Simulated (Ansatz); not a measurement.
**From PBE to G0W0: AlIn2N3 (Cmc2_1)**

Aim: the quasiparticle gap of AlIn2N3 (Cmc2_1), starting from PBE.

Main program and level: Ansatz 0.2.0; PBE, then G0W0 on it, plane waves, PAW.

## (1) Set-up

The structure is orthorhombic, space group Cmc2_1 (No. 36). Conventional cell: a = 10.296 Å, b = 5.926 Å, c = 5.500 Å, α = 90.00°, β = 90.00°, γ = 90.00°. Nearest to Al lie 4 N at 1.90 to 1.92 Å. In has 4 N at 2.18 to 2.20 Å nearest. Nearest to N lie 1 Al at 1.90 Å and 3 In at 2.18 to 2.20 Å. N has 2 Al at 1.91 to 1.92 Å and 2 In at 2.19 Å nearest. Farther neighbours and most contacts between anions are not listed.

Coordinates:

```
Al In N
1.0
     5.14810   -2.96287    0.00000
     5.14810    2.96287    0.00000
     0.00000    0.00000    5.50004
Al In N
2 4 6
Cartesian
  5.1481 0.9408 5.4407
  5.1481 -0.9408 2.6907
  6.8146 -1.9344 5.4292
  3.4816 -1.9344 5.4292
  3.4816 1.9344 2.6792
  6.8146 1.9344 2.6792
  6.7019 -1.8841 2.1210
  3.5943 -1.8841 2.1210
  3.5943 1.8841 4.8710
  6.7019 1.8841 4.8710
  5.1481 0.7784 1.8550
  5.1481 -0.7784 4.6050
```

The cell and positions are those that the Materials Project relaxed with its own functionals (PBE, PBE+U or r2SCAN), kept fixed.

## (2) Bands along the symmetry lines

Levels along a band path and on the mesh show where this functional puts the band edges.

This step: DFT, PBE, plane waves, PAW; PAW set soft_1.

File input.yaml:

```yaml
crystal:
  lattice:
    - [5.1481021059, -2.9628729689, 0.0]
    - [5.1481021059, 2.9628729689, 0.0]
    - [0.0, 0.0, 5.500038]
  atoms:
    - { symbol: Al, position: [0.341243, 0.658757, 0.989218] }
    - { symbol: Al, position: [0.658757, 0.341243, 0.489218] }
    - { symbol: In, position: [0.988295, 0.335413, 0.987121] }
    - { symbol: In, position: [0.664587, 0.011705, 0.987121] }
    - { symbol: In, position: [0.011705, 0.664587, 0.487121] }
    - { symbol: In, position: [0.335413, 0.988295, 0.487121] }
    - { symbol: "N", position: [0.968855, 0.332959, 0.385637] }
    - { symbol: "N", position: [0.667041, 0.031145, 0.385637] }
    - { symbol: "N", position: [0.031145, 0.667041, 0.885637] }
    - { symbol: "N", position: [0.332959, 0.968855, 0.885637] }
    - { symbol: "N", position: [0.368643, 0.631357, 0.337266] }
    - { symbol: "N", position: [0.631357, 0.368643, 0.837266] }
kpoints:
  mp_grid: { grid: [6, 6, 4] }
  band_path:
    path:
      - [[0.0, 0.0, 0.0], [0.5, 0.5, 0.0], [0.3328079, 0.6671921, 0.0]]
      - [[-0.3328079, 0.3328079, 0.0], [0.0, 0.0, 0.0], [0.0, 0.0, 0.5], [-0.3328079, 0.3328079, 0.5]]
      - [[0.3328079, 0.6671921, 0.5], [0.5, 0.5, 0.5], [0.5, 0.5, 0.0]]
      - [[0.0, 0.0, 0.0], [0.0, 0.5, 0.0], [0.0, 0.5, 0.5], [0.0, 0.0, 0.5], [0.5, 0.5, 0.5]]
    npoints: 10
hamiltonian:
  xc: pbe
  pseudopotentials: { kind: paw, azcp: { folder: soft_1 } }
scf:
  occupations: { method: fermi_dirac, width: 0.02 }
  n_extra_bands: 8
output:
  eigenvalues: true
  forces: true
  stress: true
  write_density: true
  write_potential: true
  elf: true
  volumetric_format: npy
```

Launch:

```console
> ansatz run input.yaml --threads 2 --pin off --max-ram 92160MiB --backend cuda --events-out ev --progress --plain --runs-dir out --devices 1 --max-vram 13GiB
```

Numbers of over 12 decimals in the logs are rounded to 6 here.

The log of the run:

```text
scf.n_extra_bands = 8 over 44 filled bands (N_el = 88.0): the run solves 52 bands
GPUs: using 1 of 1 available (devices: 1).
Engine: ansatz 0.2.0, x86_64-unknown-linux-gnu
Pseudopotentials: kind: paw
Pseudopotential: Al, paw, valence charge 3, recommended cutoff 420 eV (normal), soft_1/Al.paw.azcp
Pseudopotential: In, paw, valence charge 13, recommended cutoff 420 eV (normal), soft_1/In.paw.azcp
Pseudopotential: N, paw, valence charge 5, recommended cutoff 420 eV (normal), soft_1/N.paw.azcp
Functional definition: PBE
  parameter kappa = 0.804
  parameter beta = 0.066725
  exchange = pbe_x(kappa = kappa, mu = beta*pi^2/3)
  correlation = pbe_c(beta = beta)
device memory: the entry about to start is reckoned to put 2.8 GiB on a device that reports 41.1 GiB free (of which the cap on the GPU budget leaves the run 13.0 GiB)
GPU FFT provider: cuFFT
GPU libraries: cuBLAS 13.8.2, cuFFT 12.4.0, cuSOLVER 12.3.4
Crystal: 12 atoms, lattice volume = 167.786 Å³
Basis set: ecut = 420 eV, 3247 PW (Γ), exchange–correlation on 80×80×80 points (8 copies of the dense FFT grid, shifted against one another)
Bands: 52, of which v1, the nominal top of the filled ones, is band 44 counted from 1 (43 counted from 0)
Symmetry: 4 space group operations
Space group: Cmc21 (ITA 36), of the structure as read, at distance tolerance 5.5e-5 Å
k-points: 39 of 144 (time reversal used)
Non-local potential: Al, projectors of the file, l = 0: 2, l = 1: 2, l = 2: 1
Non-local potential: In, projectors of the file, l = 0: 2, l = 1: 2, l = 2: 2, l = 3: 1
Non-local potential: N, projectors of the file, l = 0: 2, l = 1: 2, l = 2: 1
PAW form: soft (Blöchl's): semilocal exchange-correlation on the pseudo side does not see the compensation charge
PAW one-centre angular grid: Al, 110 points (default); XC on 64 Gauss nodes
PAW one-centre angular grid: In, 590 points (default); XC on 64 Gauss nodes
PAW one-centre angular grid: N, 110 points (default); XC on 64 Gauss nodes
Initial density: superposition of atomic densities (chi_scale 0.1, normalization cell, long waves kept (reshape's long-wave potential 0.07 eV rms))
Initial wavefunctions: pseudopotential atomic-orbital guess
GPU buffer pool allocated for 64000 grid points (all kernels)
GPU transforms: local potential and band sums: pruned to the plane-wave sphere, on 40×40×40
Functional: x = pbe(κ = 0.804, μ = 0.219515), c = pbe(β = 0.066725)
SCF iter   1: F=—  HF=-25779.384092 eV  |F-HF|=—  |Δ(HF+E_count)|=         —  Δρ=8.76e-2  dr2=1.65e1  ethr=3.10e-3  ⟨swp⟩=6.8  Hψ=7559  notcnv=0
preconditioner: auto → Resta (q_TF=auto, 2.450 Å⁻¹)  ε∞=4.7  [insulator: Δε(μ)=1.770 eV  Ē_g=13.947 eV  σ=0.020 eV  W_gap=1.00  n_scr=46 (ndim 8)  ℏωp=26.9 eV  f_vac=0.000  D(μ)=0.00/eV (n_scr^D=0)  ε∞_Penn≈4.7]
SCF iter   2: F=—  HF=-25775.364603 eV  |F-HF|=—  |Δ(HF+E_count)|=    4.02e0  Δρ=3.75e-2  dr2=1.39e0  ethr=3.10e-3  ⟨swp⟩=3.0  Hψ=4496  notcnv=0  defer=92
SCF iter   3: F=—  HF=-25775.123924 eV  |F-HF|=—  |Δ(HF+E_count)|=   2.41e-1  Δρ=1.82e-2  dr2=3.86e-1  ethr=1.58e-3  ⟨swp⟩=2.0  Hψ=2156  notcnv=0  defer=92
SCF iter   4: F=—  HF=-25775.085168 eV  |F-HF|=—  |Δ(HF+E_count)|=   3.88e-2  Δρ=2.13e-3  dr2=9.93e-3  ethr=4.39e-4  ⟨swp⟩=2.0  Hψ=2156  notcnv=0  defer=92
SCF iter   5: F=—  HF=-25775.091194 eV  |F-HF|=—  |Δ(HF+E_count)|=   6.03e-3  Δρ=9.38e-4  dr2=1.05e-3  ethr=1.13e-5  ⟨swp⟩=2.1  Hψ=3815  notcnv=0  defer=92
SCF iter   6: F=—  HF=-25775.091613 eV  |F-HF|=—  |Δ(HF+E_count)|=   4.19e-4  Δρ=1.55e-4  dr2=5.03e-5  ethr=1.19e-6  ⟨swp⟩=2.0  Hψ=3621  notcnv=0  defer=92
SCF iter   7: F=—  HF=-25775.091716 eV  |F-HF|=—  |Δ(HF+E_count)|=   1.04e-4  Δρ=3.27e-5  dr2=1.78e-6  ethr=5.71e-8  ⟨swp⟩=2.0  Hψ=3562  notcnv=0  defer=92
SCF iter   8: F=—  HF=-25775.091719 eV  |F-HF|=—  |Δ(HF+E_count)|=   2.08e-6  Δρ=8.59e-6  dr2=1.20e-7  ethr=2.02e-9  ⟨swp⟩=2.2  Hψ=3627  notcnv=0  defer=92
SCF iter   9: F=-25775.091719 eV  HF=-25775.091719 eV  |F-HF|=1.44e-9  |Δ(HF+E_count)|=   3.61e-8  Δρ=2.65e-6  dr2=1.12e-8  ethr=1.14e-10  ⟨swp⟩=17.2  Hψ=15289  notcnv=0
SCF 1 converged in 9 iterations: F = -25775.091719 eV  dr2 = 1.12e-8
  greatest PAW one-centre occupation: 0.984 electrons in one spin orbital (limit 2), on the In atom at site 2 (counted from 0), in its partial waves of l = 2
device memory: the entry about to start is reckoned to put 2.4 GiB on a device that reports 53.2 GiB free (of which the cap on the GPU budget leaves the run 13.0 GiB)
NSCF: frozen V_eff on 114 k-points
SCF converged after 9 iterations
Free energy (F): -25775.091719 eV
Harris-Foulkes:  -25775.091719 eV  (|F-HF|=1.44e-9)
Internal energy: -25775.091719 eV  (E = F + TS)
E sigma→0 (E₀):  -25775.091719 eV
Fermi energy:    9.068093 eV
--- Per-component energies (eV) ---
  E_band       = 1.190546
  E_kinetic    = 1693.737445
  E_local      = -5478.725106  (includes V_loc(G=0)·N_el)
  E_nonlocal   = 1542.998845
  E_hartree    = 2178.861301
  E_xc         = -1000.268916
  E_vxc        = -864.110530  (∫ρ·V_xc dr)
  E_paw        = -18553.879405  (= ΣΔE_a)
  E_vpaw       = -1250.439438  (= ΣTr[D̂ρ^β])
  E_aug_tail   = 0.005412  (compensation charges beyond the density's cutoff)
  E_ewald      = -6157.821293
  E_smearing   = -0.000000  (= −TS)
  E_closure    = 0.000000  (closes the sum)
  Σ components = -25775.091719   (vs F -25775.091719, Δ=0.00e0)
--- Forces (eV/Å), atoms counted from 1 ---
  atom   1  Al    -0.00000000    -0.00230192     0.00320059
  atom   2  Al     0.00000000     0.00230192     0.00320059
  atom   3  In     0.00055564    -0.00051653     0.00457089
  atom   4  In    -0.00055564    -0.00051653     0.00457089
  atom   5  In    -0.00055564     0.00051653     0.00457089
  atom   6  In     0.00055564     0.00051653     0.00457089
  atom   7  N      0.02833952    -0.01703974    -0.01577693
  atom   8  N     -0.02833952    -0.01703974    -0.01577693
  atom   9  N     -0.02833952     0.01703974    -0.01577693
  atom  10  N      0.02833952     0.01703974    -0.01577693
  atom  11  N     -0.00000000     0.02746350     0.01919699
  atom  12  N      0.00000000    -0.02746350     0.01919699
  max |Σ_I F_I| component: 2.90e-5 eV/Å
--- Stress (GPa, compression-positive) ---
       -0.159720      -0.000000      -0.000000
       -0.000000      -0.169376       0.000000
       -0.000000       0.000000      -0.121611
  P = ⅓ Tr σ = -0.1502 GPa (-1.502 kbar)
--- Band table (eV; the first three rows and the last of 39) ---
  k-point 0: bands = [... 40 lower, 8.0369, 8.5748, 8.6093, 8.6222, 9.5027, 12.0474, 13.6011, 13.9614, ... 4 higher]
  k-point 1: bands = [... 40 lower, 8.1401, 8.1711, 8.5048, 8.5120, 10.6156, 12.1095, 13.9923, 14.3424, ... 4 higher]
  k-point 2: bands = [... 40 lower, 8.3002, 8.3002, 8.3938, 8.3938, 11.7672, 11.7672, 14.4659, 14.4659, ... 4 higher]
  k-point 38: bands = [... 40 lower, 7.6353, 7.6353, 7.9235, 7.9235, 12.6212, 12.6212, 13.0723, 13.0723, ... 4 higher]
```

It took 11 s on 1 × NVIDIA H100 80GB HBM3 (shared by 6 runs) with 2 threads of AMD EPYC 7R13 (Zen 3), shared host; peak memory 1.1 GiB.

Reading the cycles: dr2 is the Hartree energy of the density residual (eV), the measure of convergence; HF is the Harris–Foulkes estimate of the energy, which meets the free energy F at convergence.

Numbers from this step:

* pressure: -0.1502 GPa
* filled bands: 44
* gap: 0.8805 eV
* valence top at: Γ
* conduction bottom at: Γ
* least direct gap: 0.8805 eV

Over mesh and path the gap is 0.881 eV, direct, at k = Γ.

Electronic bands along the path, in eV, zero at the top of the highest nominally filled band:

```tsv
point	band 41	band 42	band 43	band 44	band 45	band 46	band 47	band 48
Γ	-0.59	-0.05	-0.01	0.00	0.88	3.43	4.98	5.34
halfway	-1.26	-0.77	-0.18	-0.17	2.12	4.14	4.89	5.03
Y	-0.76	-0.71	-0.48	-0.37	3.52	3.61	4.21	5.22
halfway	-0.75	-0.68	-0.54	-0.26	3.59	3.59	4.12	5.15
F0	-0.79	-0.71	-0.48	-0.14	3.64	3.70	4.01	5.01
jump to Δ0	-0.79	-0.71	-0.48	-0.14	3.64	3.70	4.01	5.01
halfway	-1.15	-0.81	-0.25	-0.18	2.35	4.40	4.61	5.45
Γ	-0.59	-0.05	-0.01	0.00	0.88	3.43	4.98	5.34
halfway	-0.48	-0.45	-0.12	-0.11	1.99	3.49	5.37	5.72
Z	-0.32	-0.32	-0.23	-0.23	3.15	3.15	5.84	5.84
halfway	-0.80	-0.80	-0.54	-0.54	3.75	3.75	4.77	4.77
B0	-1.00	-1.00	-0.70	-0.70	4.01	4.01	4.16	4.16
jump to G0	-1.00	-1.00	-0.70	-0.70	4.01	4.01	4.16	4.16
halfway	-0.97	-0.97	-0.67	-0.67	4.02	4.02	4.33	4.33
T	-0.99	-0.99	-0.70	-0.70	4.00	4.00	4.45	4.45
halfway	-0.99	-0.86	-0.56	-0.25	3.74	3.83	3.84	5.06
Y	-0.76	-0.71	-0.48	-0.37	3.52	3.61	4.21	5.22
jump to Γ	-0.59	-0.05	-0.01	0.00	0.88	3.43	4.98	5.34
halfway	-1.21	-0.77	-0.19	-0.19	2.12	4.23	4.75	5.41
S	-0.73	-0.63	-0.60	-0.41	3.52	3.58	4.64	4.81
halfway	-0.89	-0.67	-0.57	-0.42	3.45	3.74	4.40	4.79
R	-0.95	-0.95	-0.87	-0.87	3.91	3.91	4.44	4.44
halfway	-0.73	-0.73	-0.47	-0.47	3.67	3.67	4.88	4.88
Z	-0.32	-0.32	-0.23	-0.23	3.15	3.15	5.84	5.84
halfway	-0.61	-0.61	-0.47	-0.47	3.72	3.72	4.76	4.76
T	-0.99	-0.99	-0.70	-0.70	4.00	4.00	4.45	4.45
```

Valence density in the ac plane of the conventional cell at fractional y = 0.159, with atoms of Al and In and N within 0.2 Å of it. It is the smooth field of the valence electrons, not physical close to the nuclei.

Values in units of 1e0 e/Å³, 8 rows by 16 columns, each cell a mean:
```
0.2 1.2 2.9 1.3 0.3 0.3 0.4 1.4 1.8 0.5 0.3 0.3 0.8 2.8 1.8 0.3
0.1 0.8 2.0 0.9 0.2 0.1 0.3 2.0 2.6 0.6 0.1 0.1 0.6 1.9 1.1 0.2
0.1 0.3 0.8 0.5 0.1 0.1 0.2 0.6 0.7 0.2 0.1 0.1 0.3 0.8 0.4 0.1
0.1 1.3 6.0 3.3 0.3 0.2 0.2 0.1 0.1 0.2 0.2 0.2 2.0 6.3 2.4 0.2
0.2 1.3 5.8 3.2 0.4 0.4 0.4 0.1 0.1 0.3 0.4 0.3 2.0 6.1 2.3 0.2
0.2 0.2 0.5 0.3 0.2 0.3 0.2 0.1 0.1 0.2 0.3 0.2 0.3 0.6 0.3 0.2
0.1 0.1 0.1 0.1 0.1 0.1 0.1 0.1 0.1 0.1 0.1 0.1 0.1 0.1 0.1 0.1
0.1 0.3 0.6 0.3 0.2 0.3 0.2 0.2 0.2 0.2 0.3 0.3 0.3 0.5 0.4 0.1
```
Columns run along a (10.3 Å), rows up along c (5.5 Å), edges of the conventional cell, whose origin can differ from the input's. Atoms in or near the plane, at fractional coordinates: Al at (0.50, 0.49), In at (0.16, 0.49), In at (0.84, 0.49), N at (0.15, 0.89), N at (0.85, 0.89), N at (0.50, 0.84).

Electrostatic potential energy in the ac plane of the conventional cell at fractional y = 0.159, with atoms of Al and In and N within 0.2 Å of it. With pseudopotentials it is smooth inside the atoms' cores, unlike the true potential.

Values in eV, 8 rows by 16 columns, each cell a mean:
```
  8  -2 -26  -5   7   1   6  -7 -12   6   1   5   3 -26 -11   9
 12   4 -15   2  11  10  10 -15 -22   7  10  11   7 -14  -2  12
 11   7  -3   2  10  12  11   3   0  10  12  11   5  -3   4  11
  9 -12 -27 -22   4  12   5   1   4   1  11   8 -16 -27 -19   7
 10 -11 -27 -22   4  11   5   0   3   2  11   8 -16 -27 -18   7
 12   7  -2   2  11  12  11   5   4  10  12  11   5  -3   4  11
 11  12  11  11  11  10  11  12  12  11  10  10  11  11  12  11
  7  10   7  11   7   0   6  11  12   8   1   4  11   8  10   8
```
Columns run along a (10.3 Å; values clipped at the 3rd and 97th percentile), rows up along c (5.5 Å), edges of the conventional cell, whose origin can differ from the input's. Atoms in or near the plane, at fractional coordinates: Al at (0.50, 0.49), In at (0.16, 0.49), In at (0.84, 0.49), N at (0.15, 0.89), N at (0.85, 0.89), N at (0.50, 0.84).

[end of part 1 of 2]

[Paths, hosts, dates, memory and timing lines, banners, echoed tables and standing remarks are left out of the program output.]

[Logs are printed without paths, hosts, clocks, repeated set-up lines and the standing remarks that a program may print on its own settings, such as how far it seeks lower states.]

[Runs of the session that timed out or met a known fault of the program may be left out.]

[Cells called generated may have been cut or substituted from an entry of the Crystallography Open Database or the Materials Project.]

[Hosts, paths, dates, database ids (printed as entryN), source tags and the programs' standing remarks are cut or masked in the printed files.]

[Where an RPA ε∞ is given, it is that of the G0W0 mesh and is not shown converged in it. Names of k-points follow the symmetry that the program found, which can be lower than the space group named. Band edges on a path are those of the sampled points; other points can move an edge, and change direct to indirect where valleys lie close.]

[Hybrid gaps are those of their k-mesh and are not shown converged in it.]
